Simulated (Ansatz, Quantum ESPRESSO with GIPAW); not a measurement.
# From 13C NMR to local structure in C2H4NO2

A crystal of composition C2H4NO2 (one database entry, not always the ambient form) has the 13C spectrum and parameters below, calculated by GIPAW (PBEsol; shifts against TMS, scatter of the reference line 0.8 ppm; spans on the shift scale).

Simulated spectrum: 13C MAS at 8 kHz, 18.8 T (201.3 MHz), lines broadened by 0.91 ppm; rigid lattice, with dipolar and J couplings left out. Lines over 1.5 % of the strongest (ppm: area): 277.4: 0.02, 237.7: 0.12, 198.0: 0.27, 190.7: 0.02, 158.2: 1.00, 151.0: 0.19, 118.5: 0.46, 111.3: 0.70, 78.7: 0.05, 71.5: 0.42, 31.8: 0.19, -8.0: 0.28, -47.7: 0.09, -87.4: 0.03.

| line | δ_iso (ppm) | relative area | span (ppm) | skew |
| --- | --- | --- | --- | --- |
| A | 158.2 | 1 | 139.2 | -0.53 |
| B | 71.5 | 1 | 206.3 | 0.95 |

Q: What surrounds each C site, and how symmetric is it?

The bonded neighbours set the region: A with O2C; B with C2. The structure behind these values (space group C2/m; other structures could give like values):

| line | surroundings | neighbours | bonds (Å) | site symmetry |
| --- | --- | --- | --- | --- |
| A | CO2C | 3 | 1.27 to 1.46 | m |
| B | 2 C neighbours | 2 | 1.22 to 1.46 | m |

[Hosts, paths, dates, database ids (printed as entryN), source tags and the programs' standing remarks are cut or masked in the printed files.]
